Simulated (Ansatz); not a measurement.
# Rb on Ti(0001): change of the work function, part 2 of 4

Wanted: Δφ(θ) for Rb/Ti(0001), starting from the bridge site.

Ansatz 0.2.0; plane-wave DFT, PBEsol, Ansatz PAW.

So far, work function, upper face (eV): step 2 (the clean slab) 4.43.

### Step 3. The covered slab, k-mesh 4×4×1, coverage 0.111 ML

System of this step: Rb/Ti(0001). The cell holds 37 atoms: 36 Ti and 1 Rb. Its edges and angles: a = 8.850 Å, b = 8.850 Å, c = 28.509 Å, α = 90.0°, β = 90.0°, γ = 60.0°. Vacuum lies along c.

The clean slab as it ended is repeated in the plane and the adsorbate is set on one face; the cell's size fixes the coverage, and the k-mesh shrinks with it to keep the sampling density about even. Adsorbate and upper layers relax, since the dipole depends on the height.

The input, input.yaml:

```yaml
crystal:
  lattice:
    - [8.8500000001, 0.0, 0.0]
    - [4.425, 7.6643248235, 0.0]
    - [0.0, 0.0, 28.5087642955]
  atoms:
    - { symbol: Ti, position: [0.2222222222, 0.2222222222, 0.3156923922] }
    - { symbol: Ti, position: [0.0, 0.0, 0.3978530911] }
    - { symbol: Ti, position: [0.2222222222, 0.2222222222, 0.4798665249] }
    - { symbol: Ti, position: [0.0, 0.0, 0.5542649956] }
    - { symbol: Ti, position: [0.2222222222, 0.5555555556, 0.3156923922] }
    - { symbol: Ti, position: [0.0, 0.3333333333, 0.3978530911] }
    - { symbol: Ti, position: [0.2222222222, 0.5555555556, 0.4798665249] }
    - { symbol: Ti, position: [0.0, 0.3333333333, 0.5542649956] }
    - { symbol: Ti, position: [0.2222222222, 0.8888888889, 0.3156923922] }
    - { symbol: Ti, position: [0.0, 0.6666666667, 0.3978530911] }
    - { symbol: Ti, position: [0.2222222222, 0.8888888889, 0.4798665249] }
    - { symbol: Ti, position: [0.0, 0.6666666667, 0.5542649956] }
    - { symbol: Ti, position: [0.5555555556, 0.2222222222, 0.3156923922] }
    - { symbol: Ti, position: [0.3333333333, 0.0, 0.3978530911] }
    - { symbol: Ti, position: [0.5555555556, 0.2222222222, 0.4798665249] }
    - { symbol: Ti, position: [0.3333333333, 0.0, 0.5542649956] }
    - { symbol: Ti, position: [0.5555555556, 0.5555555556, 0.3156923922] }
    - { symbol: Ti, position: [0.3333333333, 0.3333333333, 0.3978530911] }
    - { symbol: Ti, position: [0.5555555556, 0.5555555556, 0.4798665249] }
    - { symbol: Ti, position: [0.3333333333, 0.3333333333, 0.5542649956] }
    - { symbol: Ti, position: [0.5555555556, 0.8888888889, 0.3156923922] }
    - { symbol: Ti, position: [0.3333333333, 0.6666666667, 0.3978530911] }
    - { symbol: Ti, position: [0.5555555556, 0.8888888889, 0.4798665249] }
    - { symbol: Ti, position: [0.3333333333, 0.6666666667, 0.5542649956] }
    - { symbol: Ti, position: [0.8888888889, 0.2222222222, 0.3156923922] }
    - { symbol: Ti, position: [0.6666666667, 0.0, 0.3978530911] }
    - { symbol: Ti, position: [0.8888888889, 0.2222222222, 0.4798665249] }
    - { symbol: Ti, position: [0.6666666667, 0.0, 0.5542649956] }
    - { symbol: Ti, position: [0.8888888889, 0.5555555556, 0.3156923922] }
    - { symbol: Ti, position: [0.6666666667, 0.3333333333, 0.3978530911] }
    - { symbol: Ti, position: [0.8888888889, 0.5555555556, 0.4798665249] }
    - { symbol: Ti, position: [0.6666666667, 0.3333333333, 0.5542649956] }
    - { symbol: Ti, position: [0.8888888889, 0.8888888889, 0.3156923922] }
    - { symbol: Ti, position: [0.6666666667, 0.6666666667, 0.3978530911] }
    - { symbol: Ti, position: [0.8888888889, 0.8888888889, 0.4798665249] }
    - { symbol: Ti, position: [0.6666666667, 0.6666666667, 0.5542649956] }
    - { symbol: Rb, position: [0.1666666667, 0.0, 0.6843076078] }
kpoints:
  mp_grid: { grid: [4, 4, 1] }
hamiltonian:
  xc: pbesol
scf:
  occupations: { method: fermi_dirac, width: 0.1 }
  convergence: { dr2_threshold: 1.0e-08 }
efield:
  axis: 3
  dipole_correction: true
  ramp_position: 0.97
  ramp_width: 0.06
relax:
  f_tol: 0.02
  max_steps: 60
  constraints:
    - { sites: [0, 1, 4, 5, 8, 9, 12, 13, 16, 17, 20, 21, 24, 25, 28, 29, 32, 33] }
output:
  bader: true
  write_potential: true
  write_density: true
  volumetric_format: npy
```

Launch:

```
$ ansatz run input.yaml --threads 4 --pin off --max-ram 12288MiB --backend cpu --events-out ev --progress --plain --runs-dir out
```

Numbers of over 12 decimals in the logs are rounded to 6 here.

Output:

```text
[...]
Crystal: 37 atoms, lattice volume = 1933.729 Å³
Basis set: ecut = 420 eV, 37745 PW (Γ), exchange–correlation on 120×120×384 points (8 copies of the dense FFT grid, shifted against one another)
Bands: 265, of which v1, the nominal top of the filled ones, is band 221 counted from 1 (220 counted from 0)
Symmetry: 2 space group operations
[...]
k-points: 7 of 16 (time reversal used)
[...]
SCF iter   1: F=—  HF=-92260.685868 eV  |F-HF|=—  |Δ(HF+E_count)|=         —  Δρ=9.59e-3  dr2=3.25e1  ethr=1.77e-3  p=1.146 e·Å  D=1.07e-1 V/Å  ΔV_dip=-3.06 eV  dr2_dipole=1.41e1  V_vac-E_F(+/−)=1.15/4.21 eV  ⟨swp⟩=10.4  Hψ=9705  notcnv=0
[...]
SCF iter  12: F=-92260.297572 eV  HF=-92260.297572 eV  |F-HF|=8.44e-10  |Δ(HF+E_count)|=   1.73e-8  Δρ=1.21e-7  dr2=5.24e-10  ethr=2.27e-12  p=1.022 e·Å  D=9.57e-2 V/Å  ΔV_dip=-2.73 eV  dr2_dipole=1.18e-12  V_vac-E_F(+/−)=1.77/4.50 eV  ⟨swp⟩=17.3  Hψ=17947  notcnv=0
SCF 1 converged in 12 iterations: F = -92260.297572 eV  dr2 = 5.24e-10
  Residual-converged pass: ⟨swp⟩=1.1  Hψ=1885  notcnv=0  max |occ|·‖R‖ = 7.1e-9 eV (tolerance 1.0e-8 eV)  dr2=5.24e-10  dr2_onsite=1.97e-11  max |Δocc| = 2.8e-12
[...]
relax step   1: F+E_penalty+E_count = -92260.29757246 eV  Δ(F+E_penalty+E_count) = +0.000e0 eV  max|allowed force component| = 4.952e-1 eV/Å  Δτ_max = 0.0000 Å  (12 SCF iters, accepted)
[...]
SCF iter   9: F=-92260.360095 eV  HF=-92260.360095 eV  |F-HF|=5.70e-9  |Δ(HF+E_count)|=   4.80e-8  Δρ=3.39e-7  dr2=6.81e-9  ethr=2.27e-12  p=0.977 e·Å  D=9.15e-2 V/Å  ΔV_dip=-2.61 eV  dr2_dipole=3.09e-10  V_vac-E_F(+/−)=1.89/4.50 eV  ⟨swp⟩=13.7  Hψ=18556  notcnv=0
SCF 2 converged in 9 iterations: F = -92260.360095 eV  dr2 = 6.81e-9
[...]
relax step   2: F+E_penalty+E_count = -92260.36009511 eV  Δ(F+E_penalty+E_count) = -6.252e-2 eV  max|allowed force component| = 4.336e-1 eV/Å  Δτ_max = 0.1076 Å  (9 SCF iters, accepted)
SCF iter   1: F=—  HF=-92260.428489 eV  |F-HF|=—  |Δ(HF+E_count)|=         —  Δρ=1.66e-3  dr2=5.40e-1  ethr=9.58e-4  p=0.977 e·Å  D=9.15e-2 V/Å  ΔV_dip=-2.61 eV  dr2_dipole=1.44e-1  V_vac-E_F(+/−)=1.89/4.50 eV  ⟨swp⟩=3.3  Hψ=2863  notcnv=0
[...]
SCF iter   9: F=-92260.425018 eV  HF=-92260.425018 eV  |F-HF|=4.28e-9  |Δ(HF+E_count)|=   4.58e-8  Δρ=3.10e-7  dr2=5.10e-9  ethr=2.27e-12  p=0.896 e·Å  D=8.39e-2 V/Å  ΔV_dip=-2.39 eV  dr2_dipole=1.43e-9  V_vac-E_F(+/−)=2.11/4.50 eV  ⟨swp⟩=15.7  Hψ=17355  notcnv=0
SCF 3 converged in 9 iterations: F = -92260.425018 eV  dr2 = 5.10e-9
[...]
relax step   3: F+E_penalty+E_count = -92260.42501769 eV  Δ(F+E_penalty+E_count) = -6.492e-2 eV  max|allowed force component| = 1.651e-1 eV/Å  Δτ_max = 0.1959 Å  (9 SCF iters, accepted)
[...]
relax step   4: F+E_penalty+E_count = -92260.43534585 eV  Δ(F+E_penalty+E_count) = -1.033e-2 eV  max|allowed force component| = 6.805e-2 eV/Å  Δτ_max = 0.1619 Å  (9 SCF iters, accepted)
[...]
relax step   5: F+E_penalty+E_count = -92260.43705574 eV  Δ(F+E_penalty+E_count) = -1.710e-3 eV  max|allowed force component| = 1.042e-2 eV/Å  Δτ_max = 0.0423 Å  (8 SCF iters, accepted)
[...]
relax step   6: F+E_penalty+E_count = -92260.43733548 eV  Δ(F+E_penalty+E_count) = -2.797e-4 eV  max|allowed force component| = 9.311e-3 eV/Å  Δτ_max = 0.0069 Å  (7 SCF iters, accepted)
SCF iter   1: F=—  HF=-92260.440359 eV  |F-HF|=—  |Δ(HF+E_count)|=         —  Δρ=8.22e-4  dr2=3.33e-2  ethr=8.86e-5  p=0.854 e·Å  D=7.99e-2 V/Å  ΔV_dip=-2.28 eV  dr2_dipole=2.77e-4  V_vac-E_F(+/−)=2.22/4.50 eV  ⟨swp⟩=2.1  Hψ=2978  notcnv=0
[...]
SCF iter   9: F=-92260.437861 eV  HF=-92260.437861 eV  |F-HF|=4.13e-9  |Δ(HF+E_count)|=   1.20e-8  Δρ=2.01e-7  dr2=1.45e-9  ethr=2.27e-12  p=0.854 e·Å  D=7.99e-2 V/Å  ΔV_dip=-2.28 eV  dr2_dipole=5.81e-11  V_vac-E_F(+/−)=2.22/4.50 eV  ⟨swp⟩=13.4  Hψ=13973  notcnv=0
SCF 7 converged in 9 iterations: F = -92260.437861 eV  dr2 = 1.45e-9
relax step   7: F+E_penalty+E_count = -92260.43786086 eV  Δ(F+E_penalty+E_count) = -5.254e-4 eV  max|allowed force component| = 1.177e-2 eV/Å  Δτ_max = 0.0365 Å  (9 SCF iters, accepted)
NSCF: frozen V_eff on 7 k-points
[...]
WARN: The output density's exchange-correlation potential varies sharply where the density is thin. Do not read a vacuum level from v_tot or v_xc, or from such a field of the output density. On a cell that repeats whose density bears no net charge and no dipole along the vacuum's axis use v_es (v_loc + v_h of the components); under efield.dipole_correction with no amplitude use v_es + v_field, which holds any externa [...]
SCF converged after 9 iterations
Free energy (F): -92260.437861 eV
[...]
Internal energy: -92258.223825 eV  (E = F + TS)
E sigma→0 (E₀):  -92259.330843 eV
Entropy (-TS):   -2.214036 eV (-59.839 meV/atom)
Fermi energy:    2.302046 eV
Dipole field:    D = 0.079906 V/Å  (p = 0.853908 e·Å, saw-weighted, corrected)
Work function:   Φ+ = 2.2208 eV   Φ− = 4.4988 eV
[...]
--- Forces (eV/Å), atoms counted from 1 ---
  atom   1  Ti     0.00025666    -0.01368303     0.76841505
  atom   2  Ti    -0.03006221     0.01362338    -0.79543903
  atom   3  Ti    -0.00603780    -0.00433725     0.00084914
  atom   4  Ti     0.00304449     0.00167706     0.00138896
  atom   5  Ti    -0.00564227     0.00130238     0.78175258
  atom   6  Ti    -0.00000000     0.01743413    -0.80993861
  atom   7  Ti     0.00649710    -0.00437243    -0.00006902
  atom   8  Ti    -0.00000000     0.00232862    -0.00270056
  atom   9  Ti    -0.00000000     0.01522166     0.75889239
  atom  10  Ti     0.00801763    -0.02238548    -0.71733865
  atom  11  Ti    -0.00000000     0.00580204     0.00015162
  atom  12  Ti    -0.00109433     0.00006552     0.00151776
  atom  13  Ti    -0.00000000     0.00504235     0.78955756
  atom  14  Ti     0.03006221     0.01362338    -0.79543903
  atom  15  Ti    -0.00000000     0.01177304    -0.00070922
  atom  16  Ti    -0.00304449     0.00167706     0.00138896
  atom  17  Ti     0.00564227     0.00130238     0.78175258
  atom  18  Ti     0.04320414     0.00413024    -0.76356976
  atom  19  Ti    -0.00649710    -0.00437243    -0.00006902
  atom  20  Ti     0.00244333     0.00029770     0.00081726
  atom  21  Ti    -0.01601015    -0.00075959     0.77280893
  atom  22  Ti     0.00000000    -0.05582448    -0.82330502
  atom  23  Ti     0.00532790    -0.00414090     0.00008117
  atom  24  Ti     0.00000000    -0.00306058    -0.00337228
  atom  25  Ti    -0.00025666    -0.01368303     0.76841505
  atom  26  Ti    -0.00000000     0.04850975    -0.79057651
  atom  27  Ti     0.00603780    -0.00433725     0.00084914
  atom  28  Ti     0.00000000    -0.00017013     0.00006955
  atom  29  Ti    -0.00000000     0.00507781     0.78465668
  atom  30  Ti    -0.04320414     0.00413024    -0.76356976
  atom  31  Ti    -0.00000000     0.00976968    -0.00201399
  atom  32  Ti    -0.00244333     0.00029770     0.00081726
  atom  33  Ti     0.01601015    -0.00075959     0.77280893
  atom  34  Ti    -0.00801763    -0.02238548    -0.71733865
  atom  35  Ti    -0.00532790    -0.00414090     0.00008117
  atom  36  Ti     0.00109433     0.00006552     0.00151776
  atom  37  Rb     0.00000000    -0.00474166    -0.00313221
  max |Σ_I F_I| component: 8.19e-6 eV/Å
--- Band table (eV; the first three rows and the last of 7) ---
  k-point 0: bands = [... 217 lower, 2.2810, 2.2815, 2.2840, 2.3618, 2.3781, 2.3798, 2.3837, 2.3889, ... 40 higher]
  k-point 1: bands = [... 217 lower, 2.2370, 2.2584, 2.2669, 2.2874, 2.3146, 2.3799, 2.3894, 2.4094, ... 40 higher]
  k-point 2: bands = [... 217 lower, 2.1811, 2.2213, 2.3097, 2.3135, 2.3199, 2.3276, 2.4039, 2.4181, ... 40 higher]
  k-point 6: bands = [... 217 lower, 2.1926, 2.2500, 2.3005, 2.3079, 2.3155, 2.3597, 2.3862, 2.3979, ... 40 higher]
--- Relaxed structure (7 steps of the walk, 7 accepted, 0 SCFs on fresh bases) ---
  F+E_penalty+E_count = -92260.43786086 eV   max|allowed force component| = 1.177e-2 eV/Å
  atoms:
    - { symbol: Ti, position: [0.222222, 0.222222, 0.315692] }
    - { symbol: Ti, position: [1.666666729552216e-11, 0.0, 0.397853] }
    - { symbol: Ti, position: [0.218982, 0.225743, 0.479137] }
    - { symbol: Ti, position: [0.00148157, -0.00026874, 0.551959] }
    - { symbol: Ti, position: [0.222222, 0.5555555556, 0.315692] }
    - { symbol: Ti, position: [1.666666804567285e-11, 0.333333, 0.397853] }
    - { symbol: Ti, position: [0.222218, 0.556786, 0.480376] }
    - { symbol: Ti, position: [0.001661, 0.330011, 0.555405] }
    - { symbol: Ti, position: [0.222222, 0.888889, 0.315692] }
    - { symbol: Ti, position: [-3.333328058019447e-11, 0.6666666667, 0.397853] }
    - { symbol: Ti, position: [0.224258, 0.884817, 0.478081] }
    - { symbol: Ti, position: [-0.000287947, 0.668143, 0.555576] }
    - { symbol: Ti, position: [0.555556, 0.2222222222, 0.315692] }
    - { symbol: Ti, position: [0.333333, 0, 0.397853] }
    - { symbol: Ti, position: [0.557153, 0.219027, 0.480960] }
    - { symbol: Ti, position: [0.332121, -0.00026874, 0.551959] }
    - { symbol: Ti, position: [0.555556, 0.555556, 0.315692] }
    - { symbol: Ti, position: [0.333333, 0.333333, 0.397853] }
    - { symbol: Ti, position: [0.554330, 0.556786, 0.480376] }
    - { symbol: Ti, position: [0.331214, 0.332461, 0.555006] }
    - { symbol: Ti, position: [0.555556, 0.888889, 0.315692] }
    - { symbol: Ti, position: [0.333333, 0.6666666667, 0.397853] }
    - { symbol: Ti, position: [0.559920, 0.888090, 0.479568] }
    - { symbol: Ti, position: [0.331168, 0.670997, 0.555050] }
    - { symbol: Ti, position: [0.888889, 0.2222222222, 0.315692] }
    - { symbol: Ti, position: [0.666667, 0, 0.397853] }
    - { symbol: Ti, position: [0.888609, 0.225743, 0.479137] }
    - { symbol: Ti, position: [0.667780, -0.00222615, 0.556411] }
    - { symbol: Ti, position: [0.888889, 0.5555555556, 0.315692] }
    - { symbol: Ti, position: [0.666667, 0.333333, 0.397853] }
    - { symbol: Ti, position: [0.889684, 0.553965, 0.480497] }
    - { symbol: Ti, position: [0.669659, 0.332461, 0.555006] }
    - { symbol: Ti, position: [0.888889, 0.8888888889, 0.315692] }
    - { symbol: Ti, position: [0.666667, 0.6666666667, 0.397853] }
    - { symbol: Ti, position: [0.885323, 0.888090, 0.479568] }
    - { symbol: Ti, position: [0.665478, 0.668143, 0.555576] }
    - { symbol: Rb, position: [0.170358, -0.00738221, 0.669455] }
--- Bader charges: 37 sites ---
  site symbol  charge [e]  shift [e]
     0     Ti     -0.0563     0.0000
     1     Ti      0.0712     0.0000
     2     Ti      0.1014     0.0000
     3     Ti     -0.2309     0.0000
     4     Ti     -0.0559     0.0000
     5     Ti      0.0380     0.0000
     6     Ti      0.1318     0.0000
     7     Ti     -0.1873     0.0000
     8     Ti     -0.0563     0.0000
     9     Ti      0.0535     0.0000
    10     Ti      0.0676     0.0000
    11     Ti     -0.1617     0.0000
    12     Ti     -0.0561     0.0000
    13     Ti      0.0712     0.0000
    14     Ti      0.1562     0.0000
    15     Ti     -0.2309     0.0000
    16     Ti     -0.0559     0.0000
    17     Ti      0.0452     0.0000
    18     Ti      0.1319     0.0000
    19     Ti     -0.1631     0.0000
    20     Ti     -0.0558     0.0000
    21     Ti      0.0354     0.0000
    22     Ti      0.1019     0.0000
    23     Ti     -0.1982     0.0000
    24     Ti     -0.0564     0.0000
    25     Ti      0.0311     0.0000
    26     Ti      0.1014     0.0000
    27     Ti     -0.1505     0.0000
    28     Ti     -0.0548     0.0000
    29     Ti      0.0453     0.0000
    30     Ti      0.1139     0.0000
    31     Ti     -0.1632     0.0000
    32     Ti     -0.0558     0.0000
    33     Ti      0.0535     0.0000
    34     Ti      0.1020     0.0000
    35     Ti     -0.1617     0.0000
    36     Rb      0.6981     0.0000
  estimated error of the sums over rays = 6.0e-4 e
```

Wall time 24 min (4 threads of Arm Neoverse V1, shared host); peak memory 9.2 GiB; 1.6 h of CPU time.

Step by step:

| step | energy less that of the first step (eV) | largest force component (eV/Å) |
| --- | --- | --- |
| 1 | 0.0000 | 0.4952 |
| 2 | -0.0625 | 0.4336 |
| 3 | -0.1274 | 0.1651 |
| 4 | -0.1378 | 0.0681 |
| 5 | -0.1395 | 0.0104 |
| 6 | -0.1398 | 0.0093 |
| 7 | -0.1403 | 0.0118 |

Forces are held to the 2 operations that the run works with; a distortion that breaks them can't arise in this run.

The atoms that moved most (Å):

| atom | dx | dy | dz | length |
| --- | --- | --- | --- | --- |
| Rb37 | 0.000 | -0.057 | -0.423 | 0.427 |
| Ti16 | -0.012 | -0.002 | -0.066 | 0.067 |
| Ti4 | 0.012 | -0.002 | -0.066 | 0.067 |
| Ti28 | 0.000 | -0.017 | 0.061 | 0.064 |
| Ti11 | 0.000 | -0.031 | -0.051 | 0.060 |
| Ti8 | 0.000 | -0.025 | 0.033 | 0.041 |
| Ti24 | 0.000 | 0.033 | 0.022 | 0.040 |
| Ti15 | 0.000 | -0.024 | 0.031 | 0.040 |

The relaxed structure:

```cif
data_structure
_symmetry_space_group_name_H-M 'P 1'
_symmetry_Int_Tables_number 1
_cell_length_a 8.8500
_cell_length_b 8.8500
_cell_length_c 28.5088
_cell_angle_alpha 90.000
_cell_angle_beta 90.000
_cell_angle_gamma 60.000
_cell_volume 1933.73
loop_
_atom_site_label
_atom_site_type_symbol
_atom_site_fract_x
_atom_site_fract_y
_atom_site_fract_z
_atom_site_occupancy
Ti1 Ti 0.22222 0.22222 0.31569 1
Ti2 Ti 0.00000 0.00000 0.39785 1
Ti3 Ti 0.21898 0.22574 0.47914 1
Ti4 Ti 0.00148 0.99973 0.55196 1
Ti5 Ti 0.22222 0.55556 0.31569 1
Ti6 Ti 0.00000 0.33333 0.39785 1
Ti7 Ti 0.22222 0.55679 0.48038 1
Ti8 Ti 0.00166 0.33001 0.55541 1
Ti9 Ti 0.22222 0.88889 0.31569 1
Ti10 Ti 0.00000 0.66667 0.39785 1
Ti11 Ti 0.22426 0.88482 0.47808 1
Ti12 Ti 0.99971 0.66814 0.55558 1
Ti13 Ti 0.55556 0.22222 0.31569 1
Ti14 Ti 0.33333 0.00000 0.39785 1
Ti15 Ti 0.55715 0.21903 0.48096 1
Ti16 Ti 0.33212 0.99973 0.55196 1
Ti17 Ti 0.55556 0.55556 0.31569 1
Ti18 Ti 0.33333 0.33333 0.39785 1
Ti19 Ti 0.55433 0.55679 0.48038 1
Ti20 Ti 0.33121 0.33246 0.55501 1
Ti21 Ti 0.55556 0.88889 0.31569 1
Ti22 Ti 0.33333 0.66667 0.39785 1
Ti23 Ti 0.55992 0.88809 0.47957 1
Ti24 Ti 0.33117 0.67100 0.55505 1
Ti25 Ti 0.88889 0.22222 0.31569 1
Ti26 Ti 0.66667 0.00000 0.39785 1
Ti27 Ti 0.88861 0.22574 0.47914 1
Ti28 Ti 0.66778 0.99777 0.55641 1
Ti29 Ti 0.88889 0.55556 0.31569 1
Ti30 Ti 0.66667 0.33333 0.39785 1
Ti31 Ti 0.88968 0.55397 0.48050 1
Ti32 Ti 0.66966 0.33246 0.55501 1
Ti33 Ti 0.88889 0.88889 0.31569 1
Ti34 Ti 0.66667 0.66667 0.39785 1
Ti35 Ti 0.88532 0.88809 0.47957 1
Ti36 Ti 0.66548 0.66814 0.55558 1
Rb37 Rb 0.17036 0.99262 0.66946 1
```

Numbers from this step:

```yaml
energy_at_zero_smearing: -92259.3308 eV
work_function_upper_face: 2.221 eV
work_function_lower_face: 4.499 eV
dipole_along_the_normal: 0.8539 e·Å
step_between_the_vacuum_levels: -2.278 eV
```

Running mean over 2.342 Å of the planar mean; the ramp of the sawtooth is left out. Electron's electrostatic potential energy less the Fermi level against z:

z (Å), electron's electrostatic potential energy less the Fermi level (eV) and a bar from the least value:
```
      3.5       4.50 ##############################
      4.0       4.50 ##############################
      4.5       4.49 ##############################
      5.0       4.48 ##############################
      5.5       4.44 ##############################
      6.0       4.32 ##############################
      6.5       3.97 #############################
      7.0       2.98 ##########################
      7.5       0.46 ####################
      8.0      -3.07 ###########
      8.5      -5.81 #####
      9.0      -6.67 ###
      9.5      -6.64 ###
     10.0      -6.52 ###
     10.5      -6.48 ###
     11.0      -6.50 ###
     11.5      -6.55 ###
     12.0      -6.61 ###
     12.5      -6.63 ###
     13.0      -6.60 ###
     13.5      -6.62 ###
     14.0      -7.06 ##
     14.5      -7.70 
     15.0      -7.75 
     15.5      -7.20 #
     16.0      -6.55 ###
     16.5      -4.95 #######
     17.0      -1.88 ##############
     17.5       0.98 #####################
     18.0       1.89 ########################
     18.5       1.64 #######################
     19.0       1.33 ######################
     19.5       1.13 ######################
     20.0       1.29 ######################
     20.5       1.81 #######################
     21.0       2.12 ########################
     21.5       2.19 ########################
     22.0       2.21 ########################
     22.5       2.22 ########################
     23.0       2.22 ########################
     23.5       2.22 ########################
     24.0       2.22 ########################
     24.5       2.22 ########################
     25.0       2.22 ########################
```

The relaxation took 7 steps and lowered the energy by 0.14 eV; the largest force on the free atoms ends at 0.012 eV/Å.

The covered face has 2.22 eV, -2.21 eV against the clean one; the bare back face has moved by -0.00 eV, a measure of how thin the slab is.

(Continued in part 3 of 4.)

[Logs are printed without paths, hosts, clocks, repeated set-up lines and the standing remarks that a program may print on its own settings, such as how far it seeks lower states.]

[Hosts, paths, dates, database ids (printed as entryN), source tags and the programs' standing remarks are cut or masked in the printed files.]

[Maps of the electrostatic potential energy from Ansatz leave out the sawtooth potential of an applied field or a dipole correction, so their vacuum need not be flat; planar profiles and work functions include it.]
